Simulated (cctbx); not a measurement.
# What resolution and counting buy: ErTiCo

Space group Pnma (no. 62), a = 6.7690 Å, b = 4.1760 Å, c = 7.0530 Å, α = 90.00°, β = 90.00°, γ = 90.00°.

| atom | mult. | x | y | z | Ueq (Å²) |
| --- | --- | --- | --- | --- | --- |
| Er1 | 4 | 0.5197 | 3/4 | 0.1831 | 0.0078 |
| Co1 | 4 | 0.3622 | 3/4 | 0.5651 | 0.0083 |
| Ti1 | 4 | 0.2056 | 3/4 | 0.8925 | 0.0135 |

This is a model crystal, built by substitution and not relaxed, with assumed displacement parameters.

Five simulated data sets (cctbx; Ag Kα, λ = 0.56087 Å; 2 % proportional error) differ in resolution or exposure (noise floor 8 counts in the first three, 8 in the last two). Each is refined with the right model, isotropic at 1.1 Å and anisotropic otherwise. How do the figures of merit and the uncertainties move?

```csv
d min (Å),top counts,"⟨I/σ⟩ (unmerged, absences included)",unique,param. (scale apart),Rint,R1,GooF,largest s.u. xyz (fractional),s.u. U of Ti1 (Å²),largest error (Å)
1.1,70000,26.7,89,9,0.015,0.0165,2.45,0.00045,0.0008,0.0033
0.84,70000,25.7,197,18,0.017,0.0066,0.95,0.00011,0.0004,0.0010
0.6,70000,28.6,517,18,0.016,0.0064,0.93,0.00005,0.0001,0.0002
0.75,300,2.6,272,18,0.183,0.0569,0.93,0.00124,0.0039,0.0107
0.75,3000,10.8,272,18,0.037,0.0187,0.93,0.00027,0.0008,0.0021
```

GooF reaches 2.45 where the model lacks something that the data hold (anisotropy at the isotropic level, for one). The s.u. of U for Ti1 goes 0.0008, 0.0004, 0.0001 Å² with resolution and 0.0039, 0.0008 Å² with exposure.

The 1.1 Å row also differs in its displacement model, so it isn't a clean test of resolution.

Hardware for the 0.6 Å refinement: 0.58 s on 1 thread of Arm Neoverse N1, on a shared host, peak memory 0.09 GiB.

[Logs are printed without paths, hosts, clocks, repeated set-up lines and the standing remarks that a program may print on its own settings, such as how far it seeks lower states.]
